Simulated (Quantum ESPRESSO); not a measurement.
# K3HO (Pm-3m): modes at Γ and the response to a field, part 6 of 6

Which modes does K3HO (Pm-3m) have at the zone centre?

Quantum ESPRESSO 7.5; DFT LDA, scalar-relativistic, plane waves, PseudoDojo norm-conserving pseudopotentials.

So far. Step 16 (Linear response at Γ, conv_thr 1e-10 Ry): The highest optical mode without the LO-TO term lies at 294.1 cm⁻¹, and the lowest at 166.1i cm⁻¹; 49 response iterations. Step 18 (Zone-centre response, conv_thr 1e-12 Ry): The highest optical mode without the LO-TO term lies at 294.1 cm⁻¹, +0.0 from the run before, and the lowest at 166.1i cm⁻¹; 49 response iterations. The relaxed cell has a = 4.997 Å (conventional setting).

The structure was built from a prototype and need not be the compound's stable phase.

## 26. Linear response at Γ, cutoff 58 Ry

It starts from a fresh copy of the ground state of step 25.

Contents of ph.in:

```
phonons
&INPUTPH
  prefix = 'x'
  outdir = './tmp'
  fildyn = 's.dyn'
  tr2_ph = 1.0d-18
  epsil  = .true.
/
0.000000000000 0.000000000000 0.000000000000
```

On the command line:

```sh
OMP_NUM_THREADS=1 mpirun -n 4 ph.x -nk 4 -in ph.in > ph.out
```

The program printed:

```text
[banners, grids, parts of the stress and lines that vanish by symmetry left out]
[banner, memory and clock lines left out]
Program PHONON v.7.5

[...]
Exchange-correlation= PW
                           (   1   4   0   0   0   0   0)
[...]
kinetic-energy cut-off    =      58.0000  Ry
     charge density cut-off    =     232.0000  Ry
     convergence threshold     =      1.0E-18
[...]
Exchange-correlation= PW
                           (   1   4   0   0   0   0   0)
[...]
q = (   0.0000000   0.0000000   0.0000000 )
     49 Sym.Ops. (with q -> -q+G )
     G cutoff =  524.0343  (  50301 G-vectors)     FFT grid: ( 45, 45, 45)
     number of k points=    10
[...]
Mode symmetry, O_h (m-3m)  point group:
[...]
Dielectric constant
[...]
End of electric fields calculation
          Dielectric constant in cartesian axis
          (       3.116990495       0.000000000       0.000000000 )
          (       0.000000000       3.116990495       0.000000000 )
          (       0.000000000       0.000000000       3.116990495 )
          Effective charges (d Force / dE) in cartesian axis without acoustic sum rule applied (asr)
           atom    1  H     Mean Z*:       -1.08248
      Ex  (       -1.08248        0.00000        0.00000 )
      Ey  (        0.00000       -1.08248        0.00000 )
      Ez  (        0.00000        0.00000       -1.08248 )
           atom    2  O     Mean Z*:       -2.28518
      Ex  (       -2.28518        0.00000        0.00000 )
      Ey  (        0.00000       -2.28518        0.00000 )
      Ez  (        0.00000        0.00000       -2.28518 )
           atom    3  K     Mean Z*:        1.11279
      Ex  (        1.05069        0.00000        0.00000 )
      Ey  (        0.00000        1.05069        0.00000 )
      Ez  (        0.00000        0.00000        1.23698 )
           atom    4  K     Mean Z*:        1.11279
      Ex  (        1.05069        0.00000        0.00000 )
      Ey  (        0.00000        1.23698        0.00000 )
      Ez  (        0.00000        0.00000        1.05069 )
           atom    5  K     Mean Z*:        1.11279
      Ex  (        1.23698        0.00000        0.00000 )
      Ey  (        0.00000        1.05069        0.00000 )
      Ez  (        0.00000        0.00000        1.05069 )
          Effective charges Sum: Mean:       -0.02930
[...]
Effective charges (d Force / dE) in cartesian axis with asr applied:
           atom    1  H     Mean Z*:       -1.07662
[...]
atom    2  O     Mean Z*:       -2.27932
[...]
atom    3  K     Mean Z*:        1.11865
[...]
atom    4  K     Mean Z*:        1.11865
[...]
atom    5  K     Mean Z*:        1.11865
[...]
Representation #   1 modes #   1   2   3
[...]
End of self-consistent calculation
     Convergence has been achieved
     Representation #   2 modes #   4   5   6
[...]
End of self-consistent calculation
     Convergence has been achieved
     Representation #   3 modes #   7   8   9
[...]
End of self-consistent calculation
     Convergence has been achieved
     Representation #   4 modes #  10  11  12
[...]
[... iterations left out ...]
      iter #   5   av.it.:  13.1
      thresh= 5.636E-07 alpha_mix =  0.700 |ddv_scf|^2 =  1.149E-12
```

It took 3.8 min on 4 MPI ranks of Arm Neoverse V1, shared host.

The run was cut off at its time limit.

## 27. Zone-centre response, cutoff 72 Ry

It starts from a fresh copy of the ground state of step 17.

ph.in is that of step 26.

The program printed:

```text
[banners, grids, parts of the stress and lines that vanish by symmetry left out]
[banner, memory and clock lines left out]
Program PHONON v.7.5

[...]
Exchange-correlation= PW
                           (   1   4   0   0   0   0   0)
[...]
kinetic-energy cut-off    =      72.0000  Ry
     charge density cut-off    =     288.0000  Ry
     convergence threshold     =      1.0E-18
[...]
Exchange-correlation= PW
                           (   1   4   0   0   0   0   0)
[...]
q = (   0.0000000   0.0000000   0.0000000 )
     49 Sym.Ops. (with q -> -q+G )
     G cutoff =  650.5254  (  69599 G-vectors)     FFT grid: ( 54, 54, 54)
     number of k points=    10
[...]
Mode symmetry, O_h (m-3m)  point group:
[...]
Dielectric constant
[...]
End of electric fields calculation
          Dielectric constant in cartesian axis
          (       3.117162229       0.000000000       0.000000000 )
          (       0.000000000       3.117162229       0.000000000 )
          (       0.000000000       0.000000000       3.117162229 )
          Effective charges (d Force / dE) in cartesian axis without acoustic sum rule applied (asr)
           atom    1  H     Mean Z*:       -1.08239
      Ex  (       -1.08239        0.00000        0.00000 )
      Ey  (        0.00000       -1.08239        0.00000 )
      Ez  (        0.00000        0.00000       -1.08239 )
           atom    2  O     Mean Z*:       -2.28532
      Ex  (       -2.28532        0.00000        0.00000 )
      Ey  (        0.00000       -2.28532        0.00000 )
      Ez  (        0.00000        0.00000       -2.28532 )
           atom    3  K     Mean Z*:        1.11435
      Ex  (        1.05234        0.00000        0.00000 )
      Ey  (        0.00000        1.05234        0.00000 )
      Ez  (        0.00000        0.00000        1.23836 )
           atom    4  K     Mean Z*:        1.11435
      Ex  (        1.05234        0.00000        0.00000 )
      Ey  (        0.00000        1.23836        0.00000 )
      Ez  (        0.00000        0.00000        1.05234 )
           atom    5  K     Mean Z*:        1.11435
      Ex  (        1.23836        0.00000        0.00000 )
      Ey  (        0.00000        1.05234        0.00000 )
      Ez  (        0.00000        0.00000        1.05234 )
          Effective charges Sum: Mean:       -0.02467
[...]
Effective charges (d Force / dE) in cartesian axis with asr applied:
           atom    1  H     Mean Z*:       -1.07746
[...]
atom    2  O     Mean Z*:       -2.28038
[...]
atom    3  K     Mean Z*:        1.11928
[...]
atom    4  K     Mean Z*:        1.11928
[...]
atom    5  K     Mean Z*:        1.11928
[...]
Representation #   1 modes #   1   2   3
[...]
End of self-consistent calculation
     Convergence has been achieved
     Representation #   2 modes #   4   5   6
[...]
[... iterations left out ...]
      iter #   5   av.it.:  12.8
      thresh= 3.249E-07 alpha_mix =  0.700 |ddv_scf|^2 =  5.958E-13
```

The job ended after 4.1 min (4 MPI ranks).

The run was cut off at its time limit.

## 28. Ground state, cutoff 90 Ry

Contents of scf.in:

```
&CONTROL
  calculation = 'scf'
  prefix      = 'x'
  outdir      = './tmp'
  pseudo_dir  = './pseudo'
  tprnfor     = .true.
  tstress     = .true.
/
&SYSTEM
  ibrav       = 1
  celldm(1)   = 9.44312502
  nat         = 5
  ntyp        = 3
  ecutwfc     = 90.0
  occupations = 'fixed'
  nbnd        = 19
/
&ELECTRONS
  conv_thr         = 1.0d-12
  mixing_beta      = 0.7
  electron_maxstep = 100
/
ATOMIC_SPECIES
 H       1.0080  H.upf
 O      15.9990  O.upf
 K      39.0983  K.upf
ATOMIC_POSITIONS crystal
 H      0.000000000   0.000000000   0.000000000
 O      0.500000000   0.500000000   0.500000000
 K      0.500000000   0.500000000   0.000000000
 K      0.500000000   0.000000000   0.500000000
 K      0.000000000   0.500000000   0.500000000
K_POINTS automatic
 4 4 4 0 0 0
```

On the command line:

```sh
OMP_NUM_THREADS=1 mpirun -n 4 pw.x -nk 4 -in scf.in > scf.out
```

The program printed:

```text
[banners, grids, parts of the stress and lines that vanish by symmetry left out]
[banner, memory and clock lines left out]
Program PWSCF v.7.5

[...]
kinetic-energy cutoff     =      90.0000  Ry
     charge density cutoff     =     360.0000  Ry
     scf convergence threshold =      1.0E-12
[...]
Exchange-correlation= SLA  PW   NOGX NOGC
                           (   1   4   0   0   0   0   0)
[...]
48 Sym. Ops., with inversion, found
[...]
number of k points=    10
[...]
End of self-consistent calculation
[...]
highest occupied, lowest unoccupied level (ev):     3.3670    4.8880
!    total energy              =    -213.77460905 Ry
[...]
convergence has been achieved in  19 iterations
[...]
atom    1 type  1   force =     0.00000000    0.00000000    0.00000000
     atom    2 type  2   force =     0.00000000    0.00000000    0.00000000
     atom    3 type  3   force =     0.00000000    0.00000000    0.00000000
     atom    4 type  3   force =     0.00000000    0.00000000    0.00000000
     atom    5 type  3   force =     0.00000000    0.00000000    0.00000000
     Total force =     0.000000     Total SCF correction =     0.000000
[...]
total   stress  (Ry/bohr**3)                   (kbar)     P=        1.51
[...]
XML data file, charge density, pseudopotentials, collected wavefunctions
```

Run time: 20 s. Hardware: 4 MPI ranks; 81 s of CPU time.

## 29. Linear response at Γ, cutoff 90 Ry

It starts from a fresh copy of the ground state of step 28.

ph.in is that of step 27.

On the command line:

```sh
OMP_NUM_THREADS=1 mpirun -n 4 ph.x -nk 4 -in ph.in > ph.out
```

The program printed:

```text
[banners, grids, parts of the stress and lines that vanish by symmetry left out]
[banner, memory and clock lines left out]
Program PHONON v.7.5

[...]
Exchange-correlation= PW
                           (   1   4   0   0   0   0   0)
[...]
kinetic-energy cut-off    =      90.0000  Ry
     charge density cut-off    =     360.0000  Ry
     convergence threshold     =      1.0E-18
[...]
Exchange-correlation= PW
                           (   1   4   0   0   0   0   0)
[...]
q = (   0.0000000   0.0000000   0.0000000 )
     49 Sym.Ops. (with q -> -q+G )
     G cutoff =  813.1567  (  97377 G-vectors)     FFT grid: ( 60, 60, 60)
     number of k points=    10
[...]
Mode symmetry, O_h (m-3m)  point group:
[...]
Dielectric constant
[...]
End of electric fields calculation
          Dielectric constant in cartesian axis
          (       3.117310928       0.000000000       0.000000000 )
          (       0.000000000       3.117310928       0.000000000 )
          (       0.000000000       0.000000000       3.117310928 )
          Effective charges (d Force / dE) in cartesian axis without acoustic sum rule applied (asr)
           atom    1  H     Mean Z*:       -1.08243
      Ex  (       -1.08243        0.00000        0.00000 )
      Ey  (        0.00000       -1.08243        0.00000 )
      Ez  (        0.00000        0.00000       -1.08243 )
           atom    2  O     Mean Z*:       -2.28494
      Ex  (       -2.28494        0.00000        0.00000 )
      Ey  (        0.00000       -2.28494        0.00000 )
      Ez  (        0.00000        0.00000       -2.28494 )
           atom    3  K     Mean Z*:        1.11438
      Ex  (        1.05239        0.00000        0.00000 )
      Ey  (        0.00000        1.05239        0.00000 )
      Ez  (        0.00000        0.00000        1.23835 )
           atom    4  K     Mean Z*:        1.11438
      Ex  (        1.05239        0.00000        0.00000 )
      Ey  (        0.00000        1.23835        0.00000 )
      Ez  (        0.00000        0.00000        1.05239 )
           atom    5  K     Mean Z*:        1.11438
      Ex  (        1.23835        0.00000        0.00000 )
      Ey  (        0.00000        1.05239        0.00000 )
      Ez  (        0.00000        0.00000        1.05239 )
          Effective charges Sum: Mean:       -0.02424
[...]
Effective charges (d Force / dE) in cartesian axis with asr applied:
           atom    1  H     Mean Z*:       -1.07758
[...]
atom    2  O     Mean Z*:       -2.28009
[...]
atom    3  K     Mean Z*:        1.11923
[...]
atom    4  K     Mean Z*:        1.11923
[...]
atom    5  K     Mean Z*:        1.11923
[...]
Representation #   1 modes #   1   2   3
[...]
End of self-consistent calculation
     Convergence has been achieved
     Representation #   2 modes #   4   5   6
[...]
[... iterations left out ...]
      iter #   6   av.it.:  13.1
      thresh= 6.590E-08 alpha_mix =  0.700 |ddv_scf|^2 =  6.050E-15
```

It took 4.7 min on 4 MPI ranks.

The run was cut off at its time limit.

## 30. Results

```
space group after relaxation                                           : Pm-3m
volume per atom                                                        : 25.0 Å³
gap on the k-mesh                                                      : 1.52 eV
highest optical zone-centre mode (no LO-TO term)                       : 294.1 cm⁻¹
lowest optical zone-centre mode                                        : -166.3 cm⁻¹
highest mode moved by the LO-TO term                                   : 456.1 cm⁻¹
mean high-frequency dielectric constant                                : 3.12
largest Born charge in size (third of the trace)                       : 2.29 e
imaginary optical modes at the zone centre (no q mesh in this session) : yes
```

**Reading.** At the LDA level the optical modes of K3HO (Pm-3m) at the zone centre (no LO-TO term) run from 166i to 294 cm⁻¹, so the structure is a saddle point, with 6 modes beyond 10i cm⁻¹ there. Along the directions run, the highest mode that the macroscopic field moves lies at 456 cm⁻¹. Of the 12 optical modes, 9 are infrared active alone and 3 are silent. These are harmonic frequencies at zero temperature: anharmonic shifts and linewidths and thermal expansion are left out. The relaxation ran at 72 Ry, under the 84 Ry recommended for these files; the stress of so short a basis can leave the cell about one per cent too small. The structure is a hypothetical one, built on a prototype.

[Host names and launcher messages were left out of these logs when they were recorded.]

[Logs are printed without paths, hosts, clocks, repeated set-up lines and the standing remarks that a program may print on its own settings, such as how far it seeks lower states.]

[Hosts, paths, dates, database ids (printed as entryN), source tags and the programs' standing remarks are cut or masked in the printed files.]
